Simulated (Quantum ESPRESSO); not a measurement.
# Os(0001), 4 layers: solver and mixing choices, part 2 of 3

Aim: which eigensolver and mixing brings Os(0001), 4 layers to self-consistency fastest, and whether the result stays the same.

Quantum ESPRESSO 7.5; plane-wave DFT, PBE, PseudoDojo norm-conserving pseudopotentials.

So far. Step 2 (Self-consistent run: david, local-TF mixing, beta 0.4 …): Inside the slab this potential holds the local part of the pseudopotentials, which can be repulsive at the nuclei; only its value in the vacuum has a meaning of its own. Step 3 (Self-consistent run: david, plain mixing, beta 0.4 …): Counted from each run's own zero (the Fermi level), the vacuum level differs from the first run's by -1 meV.

### Step 4. Self-consistent run: david, plain mixing, beta 0.7, history 8

c2.in reads:

```
&control
  prefix = 'c2'
  outdir = './out'
  pseudo_dir = './pseudo'
  calculation = 'scf'
  tprnfor = .true.
/
&system
  ibrav = 0
  nat = 4
  ntyp = 1
  ecutwfc = 66
  ecutrho = 264
  occupations = 'smearing'
  smearing = 'mv'
  degauss = 0.02
  assume_isolated = 'esm'
  esm_bc = 'bc1'
/
&electrons
  conv_thr = 1e-07
  mixing_beta = 0.7
  electron_maxstep = 80
  mixing_mode = 'plain'
  diagonalization = 'david'
  mixing_ndim = 8
/
ATOMIC_SPECIES
  Os  190.2300  Os.dojo-sr-pbe-0.4.1-standard.upf
CELL_PARAMETERS angstrom
  2.74000000000000 0.00000000000000 0.00000000000000
  1.37000000000000 2.37290960636936 0.00000000000000
  0.00000000000000 0.00000000000000 22.48969000000000
ATOMIC_POSITIONS crystal
  Os  0.666666666700 0.666666666700 -0.144281446298
  Os  0.000000000000 0.000000000000 -0.048093815433
  Os  0.666666666700 0.666666666700 0.048093815433
  Os  0.000000000000 0.000000000000 0.144281446298
K_POINTS automatic
  12 12 1 0 0 0
```

Started as:

```sh
OMP_NUM_THREADS=1 mpirun -n 4 pw.x -nk 4 -in c2.in > c2.out
```

The program printed:

```text
[banner, memory and clock lines left out]
Program PWSCF v.7.5 starts
[...]
Message from routine setup:
[...]
number of electrons       =        64.00
     number of Kohn-Sham states=           38
     kinetic-energy cutoff     =      66.0000  Ry
     charge density cutoff     =     264.0000  Ry
[...]
number of k points=    19  Marzari-Vanderbilt smearing, width (Ry)=  0.0200
[...]
Dense  grid:    71709 G-vectors     FFT dimensions: (  27,  27, 225)
[...]
negative rho (up, down):  7.236E-05 0.000E+00
     Starting wfcs are   40 randomized atomic wfcs
[...]
negative rho (up, down):  4.930E-08 0.000E+00
[...]
estimated scf accuracy    <       0.29275372 Ry
[...]
negative rho (up, down):  2.787E-08 0.000E+00
[...]
estimated scf accuracy    <      24.15811275 Ry
[...]
estimated scf accuracy    <       1.28982037 Ry
[...]
estimated scf accuracy    <       0.01113982 Ry
[...]
estimated scf accuracy    <       0.02850357 Ry
[...]
estimated scf accuracy    <       0.01386528 Ry
[...]
estimated scf accuracy    <       0.00142564 Ry
[...]
estimated scf accuracy    <       0.00140492 Ry
[...]
estimated scf accuracy    <       0.00048339 Ry
[...]
estimated scf accuracy    <       0.00002365 Ry
[...]
estimated scf accuracy    <       0.00001859 Ry
[...]
estimated scf accuracy    <       0.00000784 Ry
[...]
estimated scf accuracy    <       0.00007760 Ry
[...]
estimated scf accuracy    <       0.00004892 Ry
[...]
estimated scf accuracy    <       0.00001336 Ry
[...]
estimated scf accuracy    <       0.00000265 Ry
[...]
estimated scf accuracy    <       0.00000109 Ry
[...]
the Fermi energy is    -5.4013 ev
!    total energy              =    -809.34172138 Ry
     estimated scf accuracy    <       0.00000007 Ry
     smearing contrib. (-TS)   =       0.00075241 Ry
     internal energy E=F+TS    =    -809.34247379 Ry
[...]
one-electron contribution =   11763.77931514 Ry
     hartree contribution      =   -5908.15381834 Ry
     xc contribution           =    -164.87845661 Ry
     ewald contribution        =   -6500.08951397 Ry
     convergence has been achieved in  18 iterations
[...]
Total force =     0.044764     Total SCF correction =     0.002545
[...]
```

It took 2.3 min on 4 MPI ranks of Intel Xeon Platinum 8375C at 2.90GHz (Ice Lake), shared host; peak memory 0.58 GiB.

This step gave:

* Fermi energy: -5.401 eV
* vacuum line at the lower end of the cell, over the Fermi level: 5.401 eV
* vacuum line at the upper end of the cell, over the Fermi level: 5.401 eV

The program's own clock; routines nest. Time by routine:

```
     routine  wall time (s)  calls
       PWSCF          137.5      1
   electrons          134.6      1
     c_bands          121.5     19
     cegterg          89.54     95
       h_psi          71.25   1126
    vloc_psi          57.21   1126
        fftw          55.46  34694
    sum_band          10.55     19
      calbec           7.38   1146
h_psi:calbec           6.99   1126
  add_vuspsi           6.62   1126
     cdiaghg           1.95   1116
    init_run           1.89      1
   init_us_2           1.77    200
```

Counted from each run's own zero (the Fermi level), the vacuum level differs from the first run's by +1 meV.

### Step 5. SCF with pw.x: david, TF mixing, beta 0.4, history 8

c3.in is the input of step 4 with these lines changed:

```diff
@@ -1,3 +1,3 @@
 &control
-  prefix = 'c2'
+  prefix = 'c3'
   outdir = './out'
@@ -21,5 +21,5 @@
   conv_thr = 1e-07
-  mixing_beta = 0.7
+  mixing_beta = 0.4
   electron_maxstep = 80
-  mixing_mode = 'plain'
+  mixing_mode = 'TF'
   diagonalization = 'david'
```

Started as:

```sh
OMP_NUM_THREADS=1 mpirun -n 4 pw.x -nk 4 -in c3.in > c3.out
```

The program printed:

```text
[banner, memory and clock lines left out]
Program PWSCF v.7.5 starts
[...]
Message from routine setup:
[...]
number of electrons       =        64.00
     number of Kohn-Sham states=           38
     kinetic-energy cutoff     =      66.0000  Ry
     charge density cutoff     =     264.0000  Ry
[...]
number of k points=    19  Marzari-Vanderbilt smearing, width (Ry)=  0.0200
[...]
Dense  grid:    71709 G-vectors     FFT dimensions: (  27,  27, 225)
[...]
negative rho (up, down):  7.236E-05 0.000E+00
     Starting wfcs are   40 randomized atomic wfcs
[...]
negative rho (up, down):  3.048E-05 0.000E+00
[...]
estimated scf accuracy    <       0.29275372 Ry
[...]
negative rho (up, down):  8.789E-06 0.000E+00
[...]
estimated scf accuracy    <       0.19830723 Ry
[...]
negative rho (up, down):  5.462E-07 0.000E+00
[...]
estimated scf accuracy    <       0.05605831 Ry
[...]
estimated scf accuracy    <       0.01727166 Ry
[...]
estimated scf accuracy    <       0.02041406 Ry
[...]
estimated scf accuracy    <       0.01230826 Ry
[...]
estimated scf accuracy    <       0.00609879 Ry
[...]
estimated scf accuracy    <       0.00818041 Ry
[...]
estimated scf accuracy    <       0.01237000 Ry
[...]
estimated scf accuracy    <       0.01540738 Ry
[...]
estimated scf accuracy    <       0.01645086 Ry
[...]
estimated scf accuracy    <       0.04498913 Ry
[...]
negative rho (up, down):  3.804E-04 0.000E+00
[...]
estimated scf accuracy    <       0.00000640 Ry
[...]
negative rho (up, down):  3.620E-04 0.000E+00
[...]
estimated scf accuracy    <       0.00001597 Ry
[...]
negative rho (up, down):  1.312E-04 0.000E+00
[...]
estimated scf accuracy    <       0.00001333 Ry
[...]
negative rho (up, down):  8.428E-05 0.000E+00
[...]
estimated scf accuracy    <       0.00000085 Ry
[...]
negative rho (up, down):  3.083E-05 0.000E+00
[...]
estimated scf accuracy    <       0.00000076 Ry
[...]
negative rho (up, down):  6.434E-06 0.000E+00
[...]
estimated scf accuracy    <       0.00000052 Ry
[...]
negative rho (up, down):  7.317E-05 0.000E+00
[...]
estimated scf accuracy    <       0.00000017 Ry
[...]
negative rho (up, down):  4.153E-05 0.000E+00
[...]
estimated scf accuracy    <       0.00000026 Ry
[...]
negative rho (up, down):  3.853E-05 0.000E+00
[...]
estimated scf accuracy    <       0.00000029 Ry
[...]
the Fermi energy is    -5.3997 ev
!    total energy              =    -809.34172154 Ry
     estimated scf accuracy    <       0.00000005 Ry
     smearing contrib. (-TS)   =       0.00075156 Ry
     internal energy E=F+TS    =    -809.34247310 Ry
[...]
one-electron contribution =   11763.80199338 Ry
     hartree contribution      =   -5908.17665100 Ry
     xc contribution           =    -164.87830151 Ry
     ewald contribution        =   -6500.08951397 Ry
     convergence has been achieved in  46 iterations
[...]
Total force =     0.044128     Total SCF correction =     0.002250
[...]
```

It took 4 min on 4 MPI ranks; peak memory 0.58 GiB.

Numbers from this step:

| Item | Value |
| --- | --- |
| Fermi energy | -5.400 eV |
| vacuum line at the lower end of the cell, over the Fermi level | 5.400 eV |
| vacuum line at the upper end of the cell, over the Fermi level | 5.400 eV |

The program's own clock; routines nest. Time by routine:

| routine | wall time (s) | calls |
| --- | --- | --- |
| PWSCF | 241.7 | 1 |
| electrons | 239.1 | 1 |
| c_bands | 209.6 | 47 |
| cegterg | 162.6 | 235 |
| h_psi | 132.5 | 2022 |
| fftw | 109.7 | 63990 |
| vloc_psi | 108.4 | 2022 |
| sum_band | 23.39 | 47 |
| calbec | 12.21 | 2042 |
| h_psi:calbec | 12.03 | 2022 |
| add_vuspsi | 11.37 | 2022 |
| init_us_2 | 4.2 | 480 |
| v_of_rho | 3.95 | 47 |
| cdiaghg | 3.33 | 2012 |

Counted from each run's own zero (the Fermi level), the vacuum level differs from the first run's by -1 meV.

### Step 6. Self-consistent run: david, local-TF mixing, beta 0.7, history 8

c4.in is the input of step 5 with these lines changed:

```diff
@@ -1,3 +1,3 @@
 &control
-  prefix = 'c3'
+  prefix = 'c4'
   outdir = './out'
@@ -21,5 +21,5 @@
   conv_thr = 1e-07
-  mixing_beta = 0.4
+  mixing_beta = 0.7
   electron_maxstep = 80
-  mixing_mode = 'TF'
+  mixing_mode = 'local-TF'
   diagonalization = 'david'
```

Started as:

```sh
OMP_NUM_THREADS=1 mpirun -n 4 pw.x -nk 4 -in c4.in > c4.out
```

The program printed:

```text
[banner, memory and clock lines left out]
Program PWSCF v.7.5 starts
[...]
Message from routine setup:
[...]
number of electrons       =        64.00
     number of Kohn-Sham states=           38
     kinetic-energy cutoff     =      66.0000  Ry
     charge density cutoff     =     264.0000  Ry
[...]
number of k points=    19  Marzari-Vanderbilt smearing, width (Ry)=  0.0200
[...]
Dense  grid:    71709 G-vectors     FFT dimensions: (  27,  27, 225)
[...]
negative rho (up, down):  7.236E-05 0.000E+00
     Starting wfcs are   40 randomized atomic wfcs
[...]
estimated scf accuracy    <       0.29275372 Ry
[...]
estimated scf accuracy    <       0.12613538 Ry
[...]
estimated scf accuracy    <       0.01270784 Ry
[...]
estimated scf accuracy    <       0.01899657 Ry
[...]
estimated scf accuracy    <       0.00363812 Ry
[...]
estimated scf accuracy    <       0.02443434 Ry
[...]
estimated scf accuracy    <       0.01970208 Ry
[...]
estimated scf accuracy    <       0.01919882 Ry
[...]
estimated scf accuracy    <       0.01504106 Ry
[...]
negative rho (up, down):  4.374E-05 0.000E+00
[...]
estimated scf accuracy    <       0.02270369 Ry
[...]
estimated scf accuracy    <       0.06083114 Ry
[...]
negative rho (up, down):  5.933E-06 0.000E+00
[...]
estimated scf accuracy    <       0.00011310 Ry
[...]
negative rho (up, down):  9.125E-08 0.000E+00
[...]
estimated scf accuracy    <       0.00285159 Ry
[...]
negative rho (up, down):  9.188E-05 0.000E+00
[...]
estimated scf accuracy    <       0.00273419 Ry
[...]
negative rho (up, down):  3.412E-05 0.000E+00
[...]
estimated scf accuracy    <       0.00032134 Ry
[...]
negative rho (up, down):  1.786E-05 0.000E+00
[...]
estimated scf accuracy    <       0.00005495 Ry
[...]
estimated scf accuracy    <       0.00006861 Ry
[...]
estimated scf accuracy    <       0.00000513 Ry
[...]
negative rho (up, down):  1.466E-06 0.000E+00
[...]
estimated scf accuracy    <       0.00000306 Ry
[...]
negative rho (up, down):  2.936E-07 0.000E+00
[...]
estimated scf accuracy    <       0.00000273 Ry
[...]
estimated scf accuracy    <       0.00000038 Ry
[...]
negative rho (up, down):  9.935E-06 0.000E+00
[...]
estimated scf accuracy    <       0.00001746 Ry
[...]
negative rho (up, down):  6.142E-06 0.000E+00
[...]
estimated scf accuracy    <       0.00000787 Ry
[...]
the Fermi energy is    -5.4000 ev
!    total energy              =    -809.34172146 Ry
     estimated scf accuracy    <       0.00000006 Ry
     smearing contrib. (-TS)   =       0.00075202 Ry
     internal energy E=F+TS    =    -809.34247348 Ry
[...]
one-electron contribution =   11763.82343719 Ry
     hartree contribution      =   -5908.19852842 Ry
     xc contribution           =    -164.87786827 Ry
     ewald contribution        =   -6500.08951397 Ry
     convergence has been achieved in  24 iterations
[...]
Total force =     0.043330     Total SCF correction =     0.002065
[...]
```

Elapsed: 2.5 min, on 4 MPI ranks; peak memory 0.58 GiB; 9.9 min of CPU time.

Read from the output:

| Quantity | Value |
| --- | --- |
| Fermi energy | -5.4 eV |

The program's own clock; routines nest. Time by routine:

| routine | wall time (s) | calls |
| --- | --- | --- |
| PWSCF | 147.9 | 1 |
| electrons | 145.7 | 1 |
| c_bands | 120.6 | 25 |
| cegterg | 83.06 | 125 |
| h_psi | 64.96 | 1341 |
| vloc_psi | 51.99 | 1341 |
| fftw | 48.75 | 45044 |
| mix_rho | 11.75 | 25 |
| sum_band | 10.88 | 25 |
| calbec | 6.63 | 1361 |
| h_psi:calbec | 6.45 | 1341 |
| add_vuspsi | 6.01 | 1341 |
| ffts | 5.04 | 2380 |
| cdiaghg | 1.99 | 1331 |

Counted from each run's own zero (the Fermi level), the vacuum level differs from the first run's by -0 meV.

### Step 7. Ground state: david, local-TF mixing, beta 0.2, history 8

c5.in is the input of step 6 with these lines changed:

```diff
@@ -1,3 +1,3 @@
 &control
-  prefix = 'c4'
+  prefix = 'c5'
   outdir = './out'
@@ -21,3 +21,3 @@
   conv_thr = 1e-07
-  mixing_beta = 0.7
+  mixing_beta = 0.2
   electron_maxstep = 80
```

Started as:

```sh
OMP_NUM_THREADS=1 mpirun -n 4 pw.x -nk 4 -in c5.in > c5.out
```

The program printed:

```text
[banner, memory and clock lines left out]
Program PWSCF v.7.5 starts
[...]
Message from routine setup:
[...]
number of electrons       =        64.00
     number of Kohn-Sham states=           38
     kinetic-energy cutoff     =      66.0000  Ry
     charge density cutoff     =     264.0000  Ry
[...]
number of k points=    19  Marzari-Vanderbilt smearing, width (Ry)=  0.0200
[...]
Dense  grid:    71709 G-vectors     FFT dimensions: (  27,  27, 225)
[...]
negative rho (up, down):  7.236E-05 0.000E+00
     Starting wfcs are   40 randomized atomic wfcs
[...]
negative rho (up, down):  1.722E-07 0.000E+00
[...]
estimated scf accuracy    <       0.29275372 Ry
[...]
estimated scf accuracy    <       0.23999167 Ry
[...]
estimated scf accuracy    <       0.02759975 Ry
[...]
estimated scf accuracy    <       0.00994120 Ry
[...]
estimated scf accuracy    <       0.00479185 Ry
[...]
estimated scf accuracy    <       0.00356348 Ry
[...]
estimated scf accuracy    <       0.00299892 Ry
[...]
estimated scf accuracy    <       0.00258283 Ry
[...]
estimated scf accuracy    <       0.00236567 Ry
[...]
estimated scf accuracy    <       0.00132648 Ry
[...]
negative rho (up, down):  8.060E-04 0.000E+00
[...]
estimated scf accuracy    <       0.00084058 Ry
[...]
negative rho (up, down):  2.308E-04 0.000E+00
[...]
estimated scf accuracy    <       0.00048435 Ry
[...]
negative rho (up, down):  3.705E-04 0.000E+00
[...]
estimated scf accuracy    <       0.00235996 Ry
[...]
negative rho (up, down):  9.423E-04 0.000E+00
[...]
estimated scf accuracy    <       0.00257737 Ry
[...]
negative rho (up, down):  7.684E-04 0.000E+00
[...]
estimated scf accuracy    <       0.00004904 Ry
[...]
negative rho (up, down):  7.112E-04 0.000E+00
[...]
estimated scf accuracy    <       0.00009656 Ry
[...]
negative rho (up, down):  1.161E-03 0.000E+00
[...]
estimated scf accuracy    <       0.00009000 Ry
[...]
negative rho (up, down):  2.483E-05 0.000E+00
[...]
estimated scf accuracy    <       0.00011577 Ry
[...]
negative rho (up, down):  8.717E-05 0.000E+00
[...]
estimated scf accuracy    <       0.00002928 Ry
[...]
negative rho (up, down):  6.675E-05 0.000E+00
[...]
estimated scf accuracy    <       0.00003568 Ry
[...]
negative rho (up, down):  4.832E-05 0.000E+00
[...]
estimated scf accuracy    <       0.00003047 Ry
[...]
negative rho (up, down):  1.690E-05 0.000E+00
[...]
estimated scf accuracy    <       0.00002783 Ry
[...]
negative rho (up, down):  2.773E-05 0.000E+00
[...]
estimated scf accuracy    <       0.00002398 Ry
[...]
negative rho (up, down):  1.467E-05 0.000E+00
[...]
estimated scf accuracy    <       0.00002445 Ry
[...]
negative rho (up, down):  6.409E-07 0.000E+00
[...]
estimated scf accuracy    <       0.00000710 Ry
[...]
negative rho (up, down):  7.310E-07 0.000E+00
[...]
estimated scf accuracy    <       0.00000075 Ry
[...]
negative rho (up, down):  2.223E-05 0.000E+00
[...]
estimated scf accuracy    <       0.00000076 Ry
[...]
negative rho (up, down):  1.935E-05 0.000E+00
[...]
estimated scf accuracy    <       0.00000014 Ry
[...]
the Fermi energy is    -5.4028 ev
!    total energy              =    -809.34172154 Ry
     estimated scf accuracy    <       0.00000006 Ry
     smearing contrib. (-TS)   =       0.00075236 Ry
     internal energy E=F+TS    =    -809.34247390 Ry
[...]
one-electron contribution =   11763.80363634 Ry
     hartree contribution      =   -5908.17795805 Ry
     xc contribution           =    -164.87863823 Ry
     ewald contribution        =   -6500.08951397 Ry
     convergence has been achieved in  29 iterations
[...]
Total force =     0.043808     Total SCF correction =     0.000608
[...]
```

Wall time 2.5 min (4 MPI ranks); peak memory 0.58 GiB.

This step gave:

- Fermi energy: -5.403 eV
- vacuum line at the lower end of the cell, over the Fermi level: 5.403 eV
- vacuum line at the upper end of the cell, over the Fermi level: 5.403 eV

The program's own clock; routines nest. Time by routine:

```
     routine  wall time (s)  calls
       PWSCF          151.9      1
   electrons          149.2      1
     c_bands          115.4     30
     cegterg          92.95    150
       h_psi             76   1185
    vloc_psi           61.8   1185
        fftw           60.9  40360
     mix_rho          17.18     30
    sum_band          13.68     30
        ffts            7.7   2884
      calbec           7.22   1205
h_psi:calbec           7.04   1185
  add_vuspsi           6.63   1185
   init_us_2           2.82    310
```

Counted from each run's own zero (the Fermi level), the vacuum level differs from the first run's by +2 meV.

[end of part 2 of 3]

[Logs are printed without paths, hosts, clocks, repeated set-up lines and the standing remarks that a program may print on its own settings, such as how far it seeks lower states.]

[Hosts, paths, dates, database ids (printed as entryN), source tags and the programs' standing remarks are cut or masked in the printed files.]

[Maps of the electrostatic potential energy from Ansatz leave out the sawtooth potential of an applied field or a dipole correction, so their vacuum need not be flat; planar profiles and work functions include it.]
